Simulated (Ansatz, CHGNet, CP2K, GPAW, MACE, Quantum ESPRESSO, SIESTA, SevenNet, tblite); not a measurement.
**C(111) slab, H on the bottom face (99 atoms) in other programs, against a plane-wave reference**

How near do other programs and methods come to a plane-wave reference for C(111) slab, H on the bottom face (99 atoms)? A plane-wave run serves as the reference.

Method: Kohn-Sham DFT, PBE, SSSP efficiency 1.3.0 pseudopotentials, plane waves, in Quantum ESPRESSO 7.5.

### 1. The starting structure

The cell holds 99 atoms: 90 C and 9 H. Its edges and angles: a = 7.567 Å, b = 7.567 Å, c = 21.842 Å, α = 90.0°, β = 90.0°, γ = 120.0°. It derives from C (diamond-structure). Diamond-structure C (a = 3.567 Å), (111) slab of 10 atomic planes, 3 x 3 surface cells, H on the broken bonds of the bottom face, 12 Å of vacuum; displaced by a Gaussian of 0.02 Å. Then every atom was moved at random, 0.03 Å r.m.s. a Cartesian component (hydrogen 0.6 of that). Regions: slab, 90 atoms (90 C); hydrogen, 9 atoms (9 H). Vacuum lies along c.

### 2. Reference: Quantum ESPRESSO, plane waves

Input file pw.in:

```
&control
  calculation = 'scf'
  pseudo_dir = './pseudo'
  outdir = './tmp'
  disk_io = 'none'
  tprnfor = .true.
/
&system
  ibrav = 0
  nat = 99
  ntyp = 2
  ecutwfc = 45
  ecutrho = 360
  nosym = .true.
  occupations = 'smearing'
  smearing = 'fd'
  degauss = 0.003675
/
&electrons
  conv_thr = 5.0e-07
  electron_maxstep = 100
  mixing_beta = 0.2
  mixing_mode = 'local-TF'
  diagonalization = 'david'
/
ATOMIC_SPECIES
C 12.011 C.upf
H 1.008 H.upf
CELL_PARAMETERS angstrom
7.56675 0.00000 0.00000
-3.78337 6.55300 0.00000
0.00000 0.00000 21.84249
ATOMIC_POSITIONS crystal
C 0.44636 0.89411 0.34786
C 0.33013 0.99984 0.32526
C 0.22707 0.77544 0.44035
C 0.44745 0.88750 0.42004
C 0.33636 0.00123 0.53707
C 0.23237 0.78501 0.51323
C 0.45634 0.89776 0.62978
C 0.33281 0.00496 0.60934
C 0.22779 0.77845 0.72427
C 0.44933 0.89462 0.70346
C 0.44464 0.55423 0.34876
C 0.33867 0.66938 0.32470
[... 83 atom lines left out ...]
H 0.00269 0.00272 0.27500
H 0.66980 0.33462 0.27428
H 0.99595 0.66303 0.27675
H 0.00341 0.33123 0.27640
K_POINTS gamma
```

Started as:

```sh
> OMP_NUM_THREADS=1 mpirun -np 4 pw.x -in pw.in > output.txt
```

What it wrote:

```text
Program PWSCF
     gamma-point specific algorithms are used
     Message from routine set_sym_bl:
     NOTICE: Symmetry group for Bravais lattice is not a group (16) - symmetries are disabled
     one sub-group per band group will be used
     scalapack distributed-memory algorithm (size of sub-group:  2*  2 procs)
     Parallelization info
     sticks:   dense  smooth     PW     G-vecs:    dense   smooth      PW
     Min        1267     631    158               210743    74495    9326
     Max        1270     632    160               210766    74508    9344
     Sum        5077    2527    637               843033   298011   37349
     bravais-lattice index     =            0
     lattice parameter (alat)  =      14.2991  a.u.
     unit-cell volume          =    7308.8374 (a.u.)^3
[... lines left out ...]
     number of electrons       =       369.00
[... lines left out ...]
     scf convergence threshold =      5.0E-07
[... lines left out ...]
     number of k points=     1  Fermi-Dirac smearing, width (Ry)=  0.0037
[... lines left out ...]
     total energy              =   -1668.51466350 Ry
[... lines left out ...]
     total energy              =   -1668.15980500 Ry
[... lines left out ...]
     total energy              =   -1666.47875463 Ry
[... lines left out ...]
     total energy              =   -1666.71601204 Ry
[... lines left out ...]
     total energy              =   -1666.71601210 Ry
     estimated scf accuracy    <       0.00000058 Ry
     iteration # 51     ecut=    45.00 Ry     beta= 0.20
     negative rho (up, down):  1.842E-03 0.000E+00
     End of self-consistent calculation
          k = 0.0000 0.0000 0.0000 ( 18675 PWs)   bands (ev):
   -17.5415 -16.7650 -15.5449 -15.1271 -14.9574 -14.8817 -14.8129 -14.7339
   -14.6954 -14.2993 -14.2221 -14.0933 -14.0740 -13.9863 -13.9686 -13.9425
   -13.1403 -13.0360 -12.9001 -12.8205 -12.7874 -12.7034 -12.4010 -11.7053
[...]
9.0286   9.0736   9.1181   9.2454   9.3356   9.3738   9.4870   9.5348
     9.5665   9.6101   9.7307   9.7940   9.9407  10.0048  10.1487  10.2487
    10.3091  10.3289  10.3799  10.4272  10.5364  10.5929
     the Fermi energy is     4.6665 ev
!    total energy              =   -1666.71601192 Ry
     estimated scf accuracy    <       0.00000045 Ry
     smearing contrib. (-TS)   =      -0.03317718 Ry
     internal energy E=F+TS    =   -1666.68283474 Ry
     The total energy is F=E-TS. E is the sum of the following terms:
     one-electron contribution =  -17558.74351889 Ry
     hartree contribution      =    8937.72135656 Ry
     xc contribution           =    -427.00726590 Ry
     ewald contribution        =    7935.94295239 Ry
     one-center paw contrib.   =    -554.59635891 Ry
     convergence has been achieved in  51 iterations
     negative rho (up, down):  1.842E-03 0.000E+00
     Forces acting on atoms (cartesian axes, Ry/au):
     atom    1 type  1   force =     0.00338958   -0.06219060   -0.00295780
     atom    2 type  1   force =     0.05014821    0.01570292    0.04315910
     atom    3 type  1   force =    -0.05817058    0.07045943    0.07117664
[...]
atom   98 type  2   force =    -0.00713024    0.00102018   -0.05286091
     atom   99 type  2   force =    -0.00167425   -0.00547251   -0.08530410
     Total force =     1.249698     Total SCF correction =     0.001634
     Message from routine punch:
     Nothing written, as per user request (disk_io='none')
```

The job ended after 3.4 min (4 MPI ranks of Intel Xeon 6975P-C (Granite Rapids), shared host; peak memory 2.7 GiB).

Banners, paths, timers and routine set-up lines are dropped from the logs unmarked, and long logs keep their key lines alone; longer cuts are marked.

Numbers from this run:

* r.m.s. force component: 1.864 eV/Å
* longest force: 6.662 eV/Å

### 3. Local order

Normalised to the volume that the atoms fill. g(r), total and by pair (bins of 0.1 Å):

```csv
r (Å),total,C-C,C-H,H-H
0.95,0.00,0.00,0.00,0.00
1.05,0.42,0.00,2.56,0.00
1.15,0.30,0.00,1.80,0.00
1.25,0.00,0.00,0.00,0.00
1.35,0.00,0.00,0.00,0.00
1.45,0.99,1.19,0.00,0.00
1.55,5.07,6.14,0.00,0.00
1.65,0.80,0.96,0.00,0.00
1.75,0.03,0.04,0.00,0.00
1.85,0.00,0.00,0.00,0.00
1.95,0.00,0.00,0.00,0.00
2.05,0.02,0.00,0.14,0.00
2.15,0.44,0.00,2.64,0.00
2.25,0.10,0.00,0.59,0.00
2.35,0.12,0.14,0.00,0.00
2.45,2.46,2.86,0.00,11.40
2.55,4.82,5.45,0.00,38.00
2.65,0.39,0.42,0.24,0.00
2.75,0.60,0.02,3.53,0.00
2.85,0.72,0.80,0.36,0.00
2.95,3.44,4.17,0.00,0.00
3.05,0.91,1.10,0.00,0.00
3.15,0.01,0.01,0.00,0.00
3.25,0.07,0.00,0.43,0.00
3.35,0.18,0.00,1.09,0.00
3.45,0.35,0.20,1.12,0.00
3.55,1.09,1.30,0.09,0.00
3.65,0.39,0.48,0.00,0.00
3.75,0.07,0.08,0.00,0.00
3.85,1.87,2.19,0.35,0.00
3.95,1.11,1.23,0.60,0.00
4.05,0.04,0.03,0.07,0.00
4.15,0.26,0.00,1.58,0.00
4.25,0.45,0.38,0.80,0.00
4.35,3.11,3.56,0.28,14.00
4.45,1.20,1.30,0.61,2.37
4.55,0.78,0.75,0.96,0.00
4.65,1.67,1.91,0.54,0.00
4.75,0.24,0.27,0.16,0.00
4.85,0.02,0.01,0.07,0.00
4.95,0.42,0.30,1.01,0.94
5.05,1.33,1.46,0.18,11.40
5.15,0.46,0.37,0.96,0.00
5.25,1.99,2.26,0.76,0.00
```

Bonds by pair of elements; cutoffs follow the first minimum of g(r), held within bounds set by covalent radii, and pairs that aren't listed don't count as bonded (cutoffs were set anew for this text, so counts can differ from the run's own analysis):

```csv
pair A-B,cutoff (Å),bonds,mean length (Å),spread (Å),shortest (Å),B about A,A about B
C-C,1.85,171,1.54,0.049,1.41,3.8,3.8
C-H,1.34,9,1.09,0.037,1.04,0.1,1
```

How many atoms have how many bonded neighbours:

```csv
element,mean,1,3,4
C,3.9,0,9,81
H,1,9,0,0
```

### 4. The other programs

The programs:
- CHGNet: machine-learned potential, published weights.
- CP2K 2026.2: Gaussian basis with GTH pseudopotentials and a plane-wave density; labels give functional, basis (MOLOPT sets; SR short-range, UZH the newer set with its own potentials), grid cutoff/relative cutoff and solver (OT: orbital transformation; TRS4, TC2, SIGN: linear-scaling purification with its sparsity filter), or its built-in tight binding.
- GPAW 26.7.0: PAW with atomic orbitals (LCAO), plane waves or a real-space grid of spacing h.
- MACE: machine-learned potential, published weights.
- Quantum ESPRESSO 7.5: plane waves; labels (QE) give functional, pseudopotential set and cutoffs of waves/density.
- SIESTA 5.4.2: numerical atomic orbitals, whose automatically made sets are far from complete, with PseudoDojo norm-conserving potentials that we converted to its format (checked against plane waves on the same files for H, C, O, Si, Ge and Ca alone); labels give functional, basis size, energy shift and mesh cutoff.
- SevenNet: machine-learned potential, published weights.
- tblite 0.8.0: extended tight binding, driven from Python.

All use the same cell and atoms; the electronic-structure runs use the same k-mesh, and an electronic temperature of 580 K (0.05 eV) where levels are smeared.

Differences are against the plane-wave reference, forces as r.m.s. over components; share is that over the reference's r.m.s. force, slope the least-squares factor from reference forces to these. Total energies of different programs have different zeros and aren't compared.

```csv
run,"Δ force, r.m.s. (meV/Å)",share (%),slope,cores,CPU time,memory (GiB)
reference,-,-,-,4,14 min,2.7
CHGNet r2SCAN potential,559,30.0,0.774,1,12 s,5.5
"CP2K PBE, DZVP-UZH, 450/50 Ry, diagonalisation",54.0,2.89,1.015,4,35 min,3.4
"GPAW PBE, LCAO dzp, h 0.2 Å",139,7.45,1.031,2,6.2 min,1.1
"GPAW PBE, plane waves 550 eV",10.2,0.546,1.002,2,9.6 min,1.5
MACE MPA-0 medium potential,334,17.9,0.868,1,11 s,1.6
"QE PBE, sssp-1.3.0-efficiency, 30/240 Ry (coarse)",54.7,2.93,0.984,2,6.9 min,1.5
"SIESTA PBE, DZP, shift 0.01 Ry, mesh 100 Ry (coarse)",167,8.97,1.045,2,2.7 min,0.69
"SIESTA PBE, DZP, shift 0.01 Ry, mesh 300 Ry",167,8.98,1.045,2,10 min,1.2
"SIESTA PBE, TZP, shift 0.01 Ry, mesh 300 Ry",138,7.38,1.031,4,15 min,1.9
SevenNet 0 potential,597,32.0,0.825,1,9.4 s,1.5
tblite GFN1-xTB,384,20.6,0.957,1,4.5 s,0.12
tblite GFN2-xTB,360,19.3,0.949,1,11 s,0.12
```

Rows marked coarse were listed beforehand as settings not expected to be converged; some can still land near the reference.

Times of the machine-learned potentials are mostly Python's start and the loading of weights.

CPU time is summed over cores on a shared host, where runs went side by side, so it is rough. Symmetry, cutoffs, thresholds, outputs and thread counts weren't matched or tuned between programs; memory under MPI is the largest rank's times the ranks.

Mean charges by element (e), by run and scheme:

```csv
run,scheme,C,H
"CP2K PBE, DZVP-UZH, 450/50 Ry, diagonalisation",Mulliken,-0.01,+0.08
"CP2K PBE, DZVP-UZH, 450/50 Ry, diagonalisation",Hirshfeld,0.00,+0.04
"SIESTA PBE, DZP, shift 0.01 Ry, mesh 300 Ry",Hirshfeld,0.00,+0.01
"SIESTA PBE, TZP, shift 0.01 Ry, mesh 300 Ry",Hirshfeld,0.00,+0.01
tblite GFN1-xTB,Mulliken,0.00,+0.04
tblite GFN2-xTB,Mulliken,0.00,+0.04
```

Within one program, basis, potentials and functional, energies share a zero. Each run against its twin at the usual cutoff or grid and solver:

```csv
run,twin,Δ energy (meV/atom),"Δ force, r.m.s. (meV/Å)",CPU time over the twin's
"QE PBE, sssp-1.3.0-efficiency, 30/240 Ry","sssp-1.3.0-efficiency, 45/360 Ry",110,54.7,0.51 (this twin ran on 4 cores)
"SIESTA PBE, DZP, shift 0.01 Ry, mesh 100 Ry","DZP, shift 0.01 Ry, mesh 300 Ry",0.499,8.07,0.27
```

A second geometry, displaced anew (every atom was moved at random, 0.04 Å r.m.s. a Cartesian component (hydrogen 0.6 of that)), gives an energy difference that all programs can be tested on. The reference puts it at 41.80 meV/atom.

```csv
run,energy less the first geometry's (meV/atom),error (meV/atom),force share at the second geometry (%)
"SIESTA PBE, DZP, shift 0.01 Ry, mesh 300 Ry",43.01,1.20,8.98
MACE MPA-0 medium potential,38.78,-3.02,16.7
tblite GFN1-xTB,44.19,2.39,18.9
CHGNet r2SCAN potential,34.27,-7.54,26.8
"CP2K PBE, DZVP-UZH, 450/50 Ry, diagonalisation",42.77,0.966,2.96
"GPAW PBE, LCAO dzp, h 0.2 Å",42.69,0.885,7.08
tblite GFN2-xTB,44.44,2.64,17.8
SevenNet 0 potential,33.61,-8.20,31.6
"GPAW PBE, plane waves 550 eV",41.87,0.0674,0.562
"SIESTA PBE, TZP, shift 0.01 Ry, mesh 300 Ry",42.34,0.534,7.32
"SIESTA PBE, DZP, shift 0.01 Ry, mesh 100 Ry",42.99,1.19,8.96
"QE PBE, sssp-1.3.0-efficiency, 30/240 Ry",40.89,-0.909,2.81
```

### 5. Outcome

```
reference r.m.s. force component                       : 1.86 eV/Å
nearest in forces                                      : GPAW PBE, plane waves 550 eV, 0.55 %
farthest in forces                                     : SevenNet 0 potential, 32 %
cheapest electronic-structure run beside the reference : tblite GFN1-xTB, 4.5 s of CPU time
```

In words: PBE on plane waves or a grid with other potentials, cutoffs or grids, coarse settings apart, differs from the reference by 0.55 % (GPAW PBE, plane waves 550 eV) of the r.m.s. force; this holds the reference's own error, so differences of a few per cent don't tell which side is nearer the exact PBE result. The PBE runs in local orbitals, coarse settings apart, differ by 2.9 % (CP2K PBE, DZVP-UZH, 450/50 Ry, diagonalisation) to 9.0 % (SIESTA PBE, DZP, shift 0.01 Ry, mesh 300 Ry); basis, grid and potentials can all enter. Tight binding differs by 19 % (tblite GFN2-xTB) to 21 % (tblite GFN1-xTB); it is another model, with fitted parameters of its own, and the xTB methods hold dispersion. Machine-learned potentials differ by 18 % (MACE MPA-0 medium potential) to 32 % (SevenNet 0 potential); they were trained on other programs' data, some at another functional. Among those trained on PBE data the slope goes as low as 0.83, which softening far from their training structures can give, though the reference's k-sampling is untested too. Runs with settings chosen to be coarse differ by 2.9 % (QE PBE, sssp-1.3.0-efficiency, 30/240 Ry) to 9.0 % (SIESTA PBE, DZP, shift 0.01 Ry, mesh 100 Ry), their programs' other errors included. Of the electronic-structure runs that take under half the reference's CPU time, GPAW PBE, LCAO dzp, h 0.2 Å comes nearest, at 7.4 % in 6.2 min against 14 min. Charges hang on model, scheme and program or settings: among these rows the mean for H runs from +0.01 to +0.08 e. The energy difference between the two geometries, 41.8 meV/atom in the reference, is met best by GPAW PBE, plane waves 550 eV (+0.0674) and worst by SevenNet 0 potential (-8.2). In the reference: levels near the Fermi energy are neither full nor empty under the smearing, so no gap is quoted. In the reference: By these cutoffs 90 % of C atoms have 4 and all H atoms have 1 bonded neighbour. Periodic xTB results under one method name differ between programs and library versions. The electron count is odd in these runs, and they have no spin polarisation, so the unpaired electron is spread evenly over both spins. Machine-learned potentials mimic data converged in k, so the reference's own k-point error enters their differences. The runs have no spin polarisation, so any moments at edges, vacancies or dangling bonds can't form. The electronic-structure runs sample only Γ, in a cell whose shortest periodic width is 7 Å, which is coarse for a cell with partly filled levels.

[Also dropped from logs without a mark: logging warnings of Python, and SIESTA's first energy breakdown and zero terms.]

[Logs are printed without paths, hosts, clocks, repeated set-up lines and the standing remarks that a program may print on its own settings, such as how far it seeks lower states.]

[Hosts, paths, dates, database ids (printed as entryN), source tags and the programs' standing remarks are cut or masked in the printed files.]
